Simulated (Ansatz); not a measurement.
## CaMnO3 (cubic perovskite) (Pm-3m): how robust is the cRPA U?

Wanted: the sensitivity and cost of U and J for CaMnO3 (cubic perovskite) (Pm-3m).

Program: Ansatz 0.2.0. Level of theory: constrained RPA on LDA, plane waves, PAW. Results are calculated unless marked as measured.

The structure was built from a prototype and need not be the compound's stable phase.

### Step 1. Set-up

The structure is cubic, space group Pm-3m (No. 221). The conventional cell has a = 3.640 Å, b = 3.640 Å, c = 3.640 Å, α = 90.00°, β = 90.00°, γ = 90.00°. Nearest to Ca lie 12 O at 2.57 Å. Nearest to Mn lie 6 O at 1.82 Å. Nearest to O lie 2 Mn at 1.82 Å and 4 Ca at 2.57 Å. Farther neighbours and most contacts between anions are not listed.

As a file:

```cif
data_structure
_symmetry_space_group_name_H-M 'Pm-3m'
_symmetry_Int_Tables_number 221
_cell_length_a 3.6399
_cell_length_b 3.6399
_cell_length_c 3.6399
_cell_angle_alpha 90.000
_cell_angle_beta 90.000
_cell_angle_gamma 90.000
_cell_volume 48.22
loop_
_atom_site_label
_atom_site_type_symbol
_atom_site_symmetry_multiplicity
_atom_site_Wyckoff_symbol
_atom_site_fract_x
_atom_site_fract_y
_atom_site_fract_z
_atom_site_occupancy
Ca1 Ca 1 a 0.00000 0.00000 0.00000 1
Mn1 Mn 1 b 0.50000 0.50000 0.50000 1
O1 O 3 c 0.00000 0.50000 0.50000 1
```

The structure was relaxed with LDA. The structure type comes from a generator and need not be one that this composition takes. The structure was generated from a model, not taken from a measurement. The runs that relaxed it are not among those shown. The program's search for lower electronic states was switched off, so nothing shows that the state found is the lowest. The default PAW set here is soft_2. Its files were made with PBE.

### Step 2. Base: Mn d, bands v2 to c3, 4×4×4 mesh, medium accuracy

Constrained RPA screens the interaction with every transition except those inside the target bands, which a later many-body model would treat itself.

input.yaml reads:

```yaml
crystal:
  lattice:
    - [0.0, -3.63985436, 0.0]
    - [0.0, 0.0, 3.63985436]
    - [-3.63985436, 0.0, 0.0]
  atoms:
    - { symbol: Ca, position: [0.0, 0.0, 0.0] }
    - { symbol: Mn, position: [0.5, 0.5, 0.5] }
    - { symbol: O, position: [0.5, 0.5, 0.0] }
    - { symbol: O, position: [0.5, 0.0, 0.5] }
    - { symbol: O, position: [0.0, 0.5, 0.5] }
kpoints:
  mp_grid: { grid: [8, 8, 8] }
hamiltonian:
  xc: lda
scf:
  occupations: { method: gaussian, width: 0.08 }
  n_extra_bands: 19
  max_iter: 150
  lower_state_search: "off"
output:
  crpa:
    kmesh: [4, 4, 4]
    target_bands: [v2, c3]
    projections: [{ species: Mn, l: d, shell: 3 }]
  local_orbitals:
    kmesh: [8, 8, 8]
    orbitals: [{ species: Mn, l: d, shell: 3 }]
    window: { bands: [v2, c3] }
    seedname: lo
```

The run is started by

```console
> ansatz run input.yaml --threads 4 --pin off --max-ram 9216MiB --backend cpu --events-out ev --progress --plain --runs-dir out
```

Numbers of over 12 decimals in the logs are rounded to 6 here.

Output:

```text
scf.n_extra_bands = 19 over 22 filled bands (N_el = 43.0): the run solves 41 bands
Engine: ansatz 0.2.0, aarch64-unknown-linux-gnu
Pseudopotentials: kind: paw
Pseudopotential: Ca, paw, valence charge 10, recommended cutoff 420 eV (normal), Ca.paw.azcp
Pseudopotential: Mn, paw, valence charge 15, recommended cutoff 420 eV (normal), Mn.paw.azcp
Pseudopotential: O, paw, valence charge 6, recommended cutoff 420 eV (normal), O.paw.azcp
Functional definition: SPW92
  exchange = slater_x
  correlation = pw_c
Crystal: 5 atoms, lattice volume = 48.223 Å³
Basis set: ecut = 420 eV, 925 PW (Γ)
Bands: 41, of which v1, the nominal top of the filled ones, is band 22 counted from 1 (21 counted from 0)
Symmetry: 48 space group operations
Space group: Pm-3m (ITA 221), of the structure as read, at distance tolerance 3.6e-5 Å
k-points: 35 of 512
Non-local potential: Ca, projectors of the file, l = 0: 3, l = 1: 2, l = 2: 2
Non-local potential: Mn, projectors of the file, l = 0: 3, l = 1: 2, l = 2: 3, l = 3: 1
Non-local potential: O, projectors of the file, l = 0: 2, l = 1: 2, l = 2: 1
PAW form: soft (Blöchl's): semilocal exchange-correlation on the pseudo side does not see the compensation charge
PAW frozen core: Ca, regenerated for the run's functional, and the local potential with it (the file was generated under x = pbe(κ = 0.804, μ = 0.219515), c = pbe(β = 0.066725))
PAW frozen core: Mn, regenerated for the run's functional, and the local potential with it (the file was generated under x = pbe(κ = 0.804, μ = 0.219515), c = pbe(β = 0.066725))
PAW frozen core: O, regenerated for the run's functional, and the local potential with it (the file was generated under x = pbe(κ = 0.804, μ = 0.219515), c = pbe(β = 0.066725))
PAW one-centre angular grid: Ca, 110 points (default); XC on 64 Gauss nodes
PAW one-centre angular grid: Mn, 590 points (default); XC on 64 Gauss nodes
PAW one-centre angular grid: O, 110 points (default); XC on 64 Gauss nodes
Initial density: superposition of atomic densities (neutral atoms: chi_scale 0, normalization atom), corrected by the library's trained network
Initial wavefunctions: pseudopotential atomic-orbital guess
Functional: x = slater, c = lda
SCF iter   1: F=—  HF=-7283.325154 eV  |F-HF|=—  |Δ(HF+E_count)|=         —  Δρ=2.04e-2  dr2=1.72e-1  ethr=1.77e-3  ⟨swp⟩=6.9  Hψ=6970  notcnv=0  defer=185
preconditioner: auto → Kerker (q_TF=auto, 2.677 Å⁻¹)  [metal: Δε(μ)=0.014 eV  Ē_g=20.567 eV  σ=0.080 eV  W_gap=0.10  n_scr=18 (ndim 8)  ℏωp=30.7 eV  f_vac=0.000  D(μ)=9.67/eV (n_scr^D=178)]
SCF iter   2: F=—  HF=-7283.293288 eV  |F-HF|=—  |Δ(HF+E_count)|=   3.19e-2  Δρ=1.12e-2  dr2=5.84e-2  ethr=4.00e-4  ⟨swp⟩=2.0  Hψ=1873  notcnv=0  defer=338
[...]
SCF 1 converged in 7 iterations: F = -7283.280307 eV  dr2 = 3.01e-8
[...]
NSCF: frozen V_eff on 38 k-points
NSCF: frozen V_eff on 10 k-points
[...]
cRPA screening: q 1/64
cRPA screening: q 2/64
cRPA screening: q 8/64 (q-point 3)
cRPA screening: q 11/64 (q-point 6)
cRPA screening: q 23/64 (q-point 7)
cRPA screening: q 35/64 (q-point 11)
cRPA screening: q 38/64 (q-point 22)
cRPA screening: q 46/64 (q-point 23)
cRPA screening: q 58/64 (q-point 27)
cRPA screening: q 64/64 (q-point 43)
SCF converged after 7 iterations
Free energy (F): -7283.280307 eV
Harris-Foulkes:  -7283.280307 eV  (|F-HF|=2.09e-8)
Internal energy: -7283.248917 eV  (E = F + TS)
E sigma→0 (E₀):  -7283.264612 eV
Entropy (-TS):   -0.031389 eV (-6.278 meV/atom)
Fermi energy:    12.638121 eV
--- Per-component energies (eV) ---
  E_band       = -318.002285
  E_kinetic    = 1112.308588
  E_local      = -3610.020165  (includes V_loc(G=0)·N_el)
  E_nonlocal   = 454.410579
  E_hartree    = 1393.957497
  E_xc         = -470.245607
  E_vxc        = -601.068061  (∫ρ·V_xc dr)
  E_paw        = -2492.437264  (= ΣΔE_a)
  E_vpaw       = -461.554197  (= ΣTr[D̂ρ^β])
  E_aug_tail   = 0.007525  (compensation charges beyond the density's cutoff)
  E_ewald      = -3672.187954
  E_core_change = 0.957883  (= ΣΔE_core)
  E_smearing   = -0.031389  (= −TS)
  E_closure    = -0.000000  (closes the sum)
  Σ components = -7283.280307   (vs F -7283.280307, Δ=0.00e0)
--- Band table (eV; the first three rows and the last of 35) ---
  k-point 0: bands = [... 18 lower, 10.5003, 10.5003, 10.5825, 10.5825, 10.5825, 12.6964, 12.6964, 16.1745, ... 15 higher]
  k-point 1: bands = [... 18 lower, 10.2691, 10.2691, 10.5953, 11.3086, 11.3086, 12.7058, 13.3850, 16.3989, ... 15 higher]
  k-point 2: bands = [... 18 lower, 10.1571, 10.1571, 10.6265, 12.1238, 12.1238, 12.7218, 14.4353, 16.9921, ... 15 higher]
  k-point 34: bands = [... 18 lower, 11.1543, 11.1543, 13.2085, 13.2085, 13.2085, 17.5999, 17.5999, 17.6622, ... 15 higher]
--- cRPA (band scheme, projected local orbitals): target bands 21..25 (1-based), 5 Wannier function(s), 4×4×4 mesh, 50 bands' worth read of 55 solved, ecut_chi 136.0 eV, v(q+G=0) probe_charge, pair densities all_electron ---
  χ-basis size per q: N_G = 160..180
  window electrons = 3.0000, filled by tetrahedron_uncorrected; constrained ε̄⁻¹(q = 0, 0) head = 0.134142; min gauge Gram eig = 0.4731
  Kanamori averages over each shell's own Wannier functions (sites counted from 0, functions from 1):
    Site 1, 3D, 5 of 5 d orbitals (Wannier functions 1, 2, 3, 4, 5; wannier90's mr 1, 2, 3, 4, 5):
      screened: U = 2.9008 eV, U' = 2.0750 eV, J = 0.3909 eV
      screened d-shell averages: U_bar = F0 = 2.2401 eV, J_bar = 0.5561 eV
      screened, to within: U = 8.5e-3 eV, U' = 8.4e-3 eV, J = 8.3e-4 eV
      screened d-shell averages, to within: U_bar = 6.9e-3 eV, J_bar = 1.3e-3 eV
      bare: V = 16.9363 eV, V' = 15.7496 eV, J = 0.5262 eV
      bare d-shell averages: V_bar = F0 = 15.9869 eV, J_bar = 0.7636 eV
  Hermiticity witness max|P − P†| over intra, direct and exchange elements: 8.88e-15 eV (screened), 1.78e-15 eV (bare)
  Reality witness max|Im| over intra, direct and exchange elements: 3.64e-19 eV (screened), 2.44e-18 eV (bare)
```

It took 41 s on 4 threads of Arm Neoverse V2, shared host; peak memory 0.65 GiB.

This step gave:

| Quantity | Value |
| --- | --- |
| U | 2.901 eV |
| U prime (inter-orbital) | 2.075 eV |
| J | 0.3909 eV |
| bare V | 16.94 eV |
| bare J | 0.5262 eV |
| stated bound on U | 0.008436 eV |
| U over bare V | 0.1713 |
| electrons in the window | 3.000 |
| head of the constrained inverse dielectric matrix | 0.1341 |
| least eigenvalue of the projection's overlap | 0.4731 |
| target functions | 5 |
| bands in the sums | 50 |
| r.m.s. miss of the model bands | 0.01416 eV |
| width of the target bands | 7.017 eV |
| weight of the projected orbitals in the window | 0.6617 |

On the Mn d shell, screening brings the on-site interaction from 16.9 eV down to U = 2.90 eV.

### Step 3. Changed: 6×6×6 mesh

input.yaml: that of step 2 with these lines changed.

```diff
@@ -22,9 +22,4 @@
   crpa:
-    kmesh: [4, 4, 4]
+    kmesh: [6, 6, 6]
     target_bands: [v2, c3]
     projections: [{ species: Mn, l: d, shell: 3 }]
-  local_orbitals:
-    kmesh: [8, 8, 8]
-    orbitals: [{ species: Mn, l: d, shell: 3 }]
-    window: { bands: [v2, c3] }
-    seedname: lo
```

Output:

```text
[...]
Crystal: 5 atoms, lattice volume = 48.223 Å³
Basis set: ecut = 420 eV, 925 PW (Γ)
Bands: 41, of which v1, the nominal top of the filled ones, is band 22 counted from 1 (21 counted from 0)
Symmetry: 48 space group operations
[...]
k-points: 35 of 512
[...]
SCF iter   1: F=—  HF=-7283.325154 eV  |F-HF|=—  |Δ(HF+E_count)|=         —  Δρ=2.04e-2  dr2=1.72e-1  ethr=1.77e-3  ⟨swp⟩=6.9  Hψ=6970  notcnv=0  defer=185
[...]
SCF iter   7: F=-7283.280307 eV  HF=-7283.280307 eV  |F-HF|=2.09e-8  |Δ(HF+E_count)|=   7.48e-8  Δρ=8.29e-6  dr2=3.01e-8  ethr=2.33e-10  ⟨swp⟩=9.5  Hψ=6858  notcnv=0
SCF 1 converged in 7 iterations: F = -7283.280307 eV  dr2 = 3.01e-8
[...]
NSCF: frozen V_eff on 20 k-points
[...]
cRPA screening: q 1/216
cRPA screening: q 2/216
cRPA screening: q 8/216 (q-point 3)
cRPA screening: q 14/216 (q-point 4)
cRPA screening: q 17/216 (q-point 8)
[...]
Entropy (-TS):   -0.031389 eV (-6.278 meV/atom)
Fermi energy:    12.638121 eV
[...]
--- Band table (eV; the first three rows and the last of 35) ---
  k-point 0: bands = [... 18 lower, 10.5003, 10.5003, 10.5825, 10.5825, 10.5825, 12.6964, 12.6964, 16.1745, ... 15 higher]
  k-point 1: bands = [... 18 lower, 10.2691, 10.2691, 10.5953, 11.3086, 11.3086, 12.7058, 13.3850, 16.3989, ... 15 higher]
  k-point 2: bands = [... 18 lower, 10.1571, 10.1571, 10.6265, 12.1238, 12.1238, 12.7218, 14.4353, 16.9921, ... 15 higher]
  k-point 34: bands = [... 18 lower, 11.1543, 11.1543, 13.2085, 13.2085, 13.2085, 17.5999, 17.5999, 17.6622, ... 15 higher]
[...]
χ-basis size per q: N_G = 160..180
[...]
screened: U = 2.8249 eV, U' = 2.0146 eV, J = 0.3827 eV
      screened d-shell averages: U_bar = F0 = 2.1767 eV, J_bar = 0.5447 eV
      screened, to within: U = 8.8e-3 eV, U' = 8.8e-3 eV, J = 8.3e-4 eV
      screened d-shell averages, to within: U_bar = 7.2e-3 eV, J_bar = 1.3e-3 eV
      bare: V = 16.7005 eV, V' = 15.5284 eV, J = 0.5180 eV
      bare d-shell averages: V_bar = F0 = 15.7628 eV, J_bar = 0.7524 eV
[...]
[key lines of the parts left out:]
SCF converged after 7 iterations
Free energy (F): -7283.280307 eV
```

Wall time 4.3 min (4 threads); peak memory 0.77 GiB; 17 min of CPU time.

Numbers from this step:

```
U                                                 : 2.825 eV
U prime (inter-orbital)                           : 2.015 eV
J                                                 : 0.3827 eV
bare V                                            : 16.70 eV
bare J                                            : 0.5180 eV
stated bound on U                                 : 0.008763 eV
U over bare V                                     : 0.1691
electrons in the window                           : 3.000
head of the constrained inverse dielectric matrix : 0.1406
least eigenvalue of the projection's overlap      : 0.4731
target functions                                  : 5
bands in the sums                                 : 50
width of the target bands                         : 7.017 eV
weight of the projected orbitals in the window    : 0.6617
```

On the Mn d shell, screening brings the on-site interaction from 16.7 eV down to U = 2.82 eV.

### Step 4. Changed: 2×2×2 mesh

input.yaml: that of step 3 with these lines changed.

```diff
@@ -22,3 +22,3 @@
   crpa:
-    kmesh: [6, 6, 6]
+    kmesh: [2, 2, 2]
     target_bands: [v2, c3]
```

Output:

```text
[...]
Crystal: 5 atoms, lattice volume = 48.223 Å³
Basis set: ecut = 420 eV, 925 PW (Γ)
Bands: 41, of which v1, the nominal top of the filled ones, is band 22 counted from 1 (21 counted from 0)
Symmetry: 48 space group operations
[...]
k-points: 35 of 512
[...]
χ-basis size per q: N_G = 160..174
[...]
screened: U = 3.5659 eV, U' = 2.6315 eV, J = 0.4472 eV
      screened d-shell averages: U_bar = F0 = 2.8184 eV, J_bar = 0.6341 eV
      screened, to within: U = 6.6e-3 eV, U' = 6.5e-3 eV, J = 8.5e-4 eV
      screened d-shell averages, to within: U_bar = 5.0e-3 eV, J_bar = 1.3e-3 eV
      bare: V = 18.4573 eV, V' = 17.1736 eV, J = 0.5829 eV
      bare d-shell averages: V_bar = F0 = 17.4303 eV, J_bar = 0.8396 eV
[...]
[key lines of the parts left out:]
SCF converged after 7 iterations
Free energy (F): -7283.280307 eV
Fermi energy:    12.638121 eV
```

It took 5.5 s on 4 threads; peak memory 0.53 GiB.

Numbers from this step:

```
U                                                 : 3.566 eV
U prime (inter-orbital)                           : 2.631 eV
J                                                 : 0.4472 eV
bare V                                            : 18.46 eV
bare J                                            : 0.5829 eV
stated bound on U                                 : 0.006506 eV
U over bare V                                     : 0.1932
electrons in the window                           : 3.000
head of the constrained inverse dielectric matrix : 0.1154
least eigenvalue of the projection's overlap      : 0.4731
target functions                                  : 5
bands in the sums                                 : 50
width of the target bands                         : 7.017 eV
weight of the projected orbitals in the window    : 0.6617
```

On the Mn d shell, screening brings the on-site interaction from 18.5 eV down to U = 3.57 eV.

### Step 5. Changed: sums over states

input.yaml: that of step 4 with these lines changed.

```diff
@@ -22,4 +22,7 @@
   crpa:
-    kmesh: [2, 2, 2]
+    kmesh: [4, 4, 4]
     target_bands: [v2, c3]
     projections: [{ species: Mn, l: d, shell: 3 }]
+    accuracy: sum_over_states
+    n_empty_bands: 44
+    ecut_chi: 136
```

Output:

```text
[...]
Crystal: 5 atoms, lattice volume = 48.223 Å³
Basis set: ecut = 420 eV, 925 PW (Γ)
Bands: 41, of which v1, the nominal top of the filled ones, is band 22 counted from 1 (21 counted from 0)
Symmetry: 48 space group operations
[...]
k-points: 35 of 512
[...]
χ-basis size per q: N_G = 160..180
[...]
U and J over all bands: no bound (output.crpa.accuracy: sum_over_states); those below are of the sums over the bands read on the sphere of ecut_chi, with what the atoms add
[...]
screened: U = 3.0371 eV, U' = 2.1000 eV, J = 0.4436 eV
      screened d-shell averages: U_bar = F0 = 2.2874 eV, J_bar = 0.6310 eV
      bare: V = 16.9363 eV, V' = 15.7496 eV, J = 0.5262 eV
      bare d-shell averages: V_bar = F0 = 15.9869 eV, J_bar = 0.7636 eV
[...]
[key lines of the parts left out:]
SCF converged after 7 iterations
Free energy (F): -7283.280307 eV
Fermi energy:    12.638121 eV
```

It took 4.5 s on 4 threads; peak memory 0.55 GiB.

This variant gives U = 3.04 eV against 2.90 eV. It is a finite sum over empty states with no bound on its error and stays out of the table below.

(Continued in part 2 of 2.)

[Paths, hosts, dates, memory and timing lines, banners, echoed tables and standing remarks are left out of the program output.]

[Logs are printed without paths, hosts, clocks, repeated set-up lines and the standing remarks that a program may print on its own settings, such as how far it seeks lower states.]

[Runs of the session that timed out or met a known fault of the program may be left out.]

[Hosts, paths, dates, database ids (printed as entryN), source tags and the programs' standing remarks are cut or masked in the printed files.]
